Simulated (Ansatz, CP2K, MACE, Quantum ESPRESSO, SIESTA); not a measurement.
# Amorphous Ge at 5.20 g/cm³ (72 atoms): relaxed, then solved by several programs

Aim: relax amorphous Ge at 5.20 g/cm³ (72 atoms), then compare forces, pressure and levels from several programs at that geometry.

All numbers are calculated, not measured.

## (1) The cell

The cell holds 72 atoms (72 Ge), with edges of 11.86, 11.86 and 11.86 Å. Recipe: 72 atoms (72 Ge) placed at random at 5.2 g/cm³, melted at 3500 K for 10 ps at fixed volume with the Tersoff potential (Tersoff, Phys. Rev. B 39, 5566 (1989)). Quenched from 3500 K to 300 K at 20 K/ps and fixed volume, annealed at 800 K for 20 ps, held 5 ps, then minimised at fixed cell. Then the atoms were relaxed with MACE MP-0b3 medium in the fixed cell. Then the atoms were relaxed with CP2K double zeta, PBE. That run stopped short of its end.

## (2) The relaxation

CP2K double zeta (DZVP-MOLOPT-SR, GTH-PBE potentials, 280 Ry; k-points Γ) took 60 geometry steps and stopped short of its thresholds. It started from the geometry that MACE MP-0b3 medium had relaxed.

Run time: 21 min. Hardware: 4 MPI ranks of Arm Neoverse V1, shared host; peak memory 2.8 GiB.

```csv
,before,after
energy (meV/atom),0,-40.4
Ge-Ge bonds under 3.12 Å,160 at 2.554 Å,161 at 2.588 Å
```

Atoms moved by 0.46 Å r.m.s. and 1.35 Å at most, with the common shift taken off.

## (3) Local order after relaxation

Density 5.20 g/cm³, 23.18 Å³ an atom.

Pair distribution function in bins of 0.1 Å:

```csv
r (Å),total
2.35,0.00
2.45,3.36
2.55,5.85
2.65,1.62
2.75,0.61
2.85,0.45
2.95,0.30
3.05,0.22
3.15,0.10
3.25,0.34
3.35,0.51
3.45,0.52
3.55,0.69
3.65,1.07
3.75,1.35
3.85,1.10
3.95,1.31
4.05,2.00
4.15,1.73
4.25,1.47
4.35,1.43
4.45,1.11
4.55,0.84
4.65,0.90
4.75,0.82
4.85,1.04
4.95,0.81
5.05,0.56
5.15,0.83
5.25,0.82
5.35,0.86
5.45,0.72
5.55,0.85
5.65,1.11
5.75,1.16
5.85,0.85
```

Bonds by pair of elements; cutoffs follow the first minimum of g(r), held within bounds set by covalent radii, and pairs that aren't listed don't count as bonded:

| pair A-B | cutoff (Å) | bonds | mean length (Å) | spread (Å) | shortest (Å) | B about A | A about B |
| --- | --- | --- | --- | --- | --- | --- | --- |
| Ge-Ge | 3.12 | 161 | 2.59 | 0.132 | 2.43 | 4.47 | 4.47 |

How many atoms have how many bonded neighbours:

```
element  mean   4   5  6
     Ge  4.47  42  26  4
```

Bond angles, per cent of each kind in bins of 5°:

```csv
angle (°),Ge-Ge-Ge
45–50,0.2
50–55,1.2
55–60,1.6
60–65,3.1
65–70,0.7
70–75,1.8
75–80,2.3
80–85,3.3
85–90,4.9
90–95,8.2
95–100,8.6
100–105,11.7
105–110,13.3
110–115,11.0
115–120,7.3
120–125,5.9
125–130,3.9
130–135,2.3
135–140,2.6
140–145,1.1
145–150,1.8
150–155,1.4
155–160,0.2
160–165,0.7
165–170,0.9
170–175,0.2
```

Bond angles (no mean is given where the spread exceeds 20°):

```
   angle  count  mean (°)  spread (°)
Ge-Ge-Ge    572         -           -
```

Bond length by coordination (bonds to H left out):

| element | coordination | atoms | mean bond length (Å) |
| --- | --- | --- | --- |
| Ge | 4 | 42 | 2.53 |
| Ge | 5 | 26 | 2.63 |
| Ge | 6 | 4 | 2.78 |

Rings of the network by King's shortest-path rule, up to 12 atoms, one path for each pair of neighbours; H, halogens, alkali and alkaline-earth atoms are left out, and the last column divides by all other atoms, bonded or not:

```
ring size (atoms)  rings  per network atom
                3     13             0.181
                4     23             0.319
                5     63             0.875
                6     68             0.944
                7     28             0.389
                8      3             0.042
```

The first maximum of g(r) stands at about 2.5 Å. By these cutoffs 58 % of Ge atoms have 4 bonded neighbours. Bonds at Ge atoms with 4 neighbours average 2.53 Å, against 2.78 Å at those with 6. Rings of 6 atoms are the most common (34 % of those counted); sizes run from 3 to 8.

## (4) The plane-wave reference

Quantum ESPRESSO 7.5: Kohn-Sham DFT, PBE, SSSP efficiency 1.3.0 pseudopotentials, plane waves. Its input for the relaxed cell:

```
&control
  calculation = 'scf'
  pseudo_dir = './pseudo'
  outdir = './tmp'
  disk_io = 'none'
  tprnfor = .true.
  tstress = .true.
/
&system
  ibrav = 0
  nat = 72
  ntyp = 1
  ecutwfc = 45
  ecutrho = 360
  nosym = .true.
  occupations = 'smearing'
  smearing = 'fd'
  degauss = 0.003675
/
&electrons
  conv_thr = 3.6e-07
  electron_maxstep = 100
  mixing_beta = 0.2
  mixing_mode = 'local-TF'
  diagonalization = 'david'
/
ATOMIC_SPECIES
Ge 72.630 Ge.upf
CELL_PARAMETERS angstrom
11.86250 0.00000 0.00000
0.00000 11.86250 0.00000
0.00000 0.00000 11.86250
ATOMIC_POSITIONS crystal
Ge 0.60167 0.22178 0.54622
Ge 0.64477 0.49004 0.70052
Ge 0.49316 0.40265 0.19446
[... 67 atom lines left out ...]
Ge 0.07168 0.87611 0.59593
Ge 0.72670 0.36407 0.43779
K_POINTS gamma
```

Wall time 5.1 min (4 MPI ranks of Arm Neoverse V1, shared host); peak memory 5.3 GiB.

## (5) All levels at this geometry

CPU times are from a shared host and are rough.

| level | basis or training data | k-points | own r.m.s. force (meV/Å) | difference from the reference (meV/Å) | pressure (GPa) | Kohn-Sham gap (eV) | CPU time | memory (GiB) |
| --- | --- | --- | --- | --- | --- | --- | --- | --- |
| QE, PBE | plane waves, SSSP efficiency, 45/360 Ry | Γ | 28 | - | 1.45 | 0.37 | 20 min | 5.3 |
| CP2K triple zeta, PBE | TZV2P-UZH, GTH-PBE potentials, 350 Ry | Γ | 22 | 19 | 2.07 | 0.37 | 7.7 min | 4.9 |
| SIESTA DZP, PBE | DZP orbitals, shift 0.01 Ry, mesh 250 Ry | Γ | 122 | 138 | 3.77 | 0.39 | 6.4 min | 1.9 |
| MACE MP-0b3 medium | trained on PBE(+U) plane-wave data | - | 155 | 151 | 0.24 | - | 8 s | 0.81 |

The gap is the spacing of the highest filled and lowest empty Kohn-Sham level on the mesh; a dash marks partly filled levels, a spacing under 0.15 eV or a method without such levels.

## (6) Findings

Relaxation in the fixed cell lowers the energy by 40 meV/atom at its own level and moves atoms by up to 1.35 Å. By the cutoffs of the final cell 10 bonds formed and 9 were lost, leaving 161. The reference finds an r.m.s. force of 28 meV/Å there and a pressure of 1.45 GPa, at a geometry that CP2K double zeta made.

Forces differ from the reference's by 19 meV/Å (CP2K triple zeta, PBE), 138 meV/Å (SIESTA DZP, PBE) and 151 meV/Å (MACE MP-0b3 medium). Pressures lie -1.2 GPa (MACE MP-0b3 medium), +0.6 GPa (CP2K triple zeta, PBE) and +2.3 GPa (SIESTA DZP, PBE) from the reference's. The highest filled and lowest empty levels lie 0.37 eV apart in the reference, against 0.37 eV in CP2K triple zeta, PBE and 0.39 eV in SIESTA DZP, PBE. By these cutoffs 58 % of Ge atoms have 4 bonded neighbours. Rings of 6 atoms are the most common (34 % of those counted); sizes run from 3 to 8.

**Limits.** The relaxation stopped short, so the geometry isn't a minimum. The density was set by the recipe and held. One sample of a disordered cell; defect or tail levels can set the gap. Gaps are read on the mesh, which holds the band edges only if they fold onto it, and semilocal functionals tend to put them under measured ones. The quench rate of 20 K/ps is many orders above laboratory rates, so the cell is likely richer in defects and strain than a real sample. The reference samples only Γ, in a cell whose shortest periodic width is 12 Å. The plane-wave runs aren't exact: their cutoffs and mesh weren't converged further here. SIESTA's automatically made basis is far from complete, and its potentials were converted by us (checked for H, C, O, Si, Ge and Ca alone). Spin–orbit coupling is left out. Where levels are smeared, the DFT runs use Fermi–Dirac occupations at 580 K (0.05 eV), and energies are free energies.

[Logs are printed without paths, hosts, clocks, repeated set-up lines and the standing remarks that a program may print on its own settings, such as how far it seeks lower states.]

[Hosts, paths, dates, database ids (printed as entryN), source tags and the programs' standing remarks are cut or masked in the printed files.]
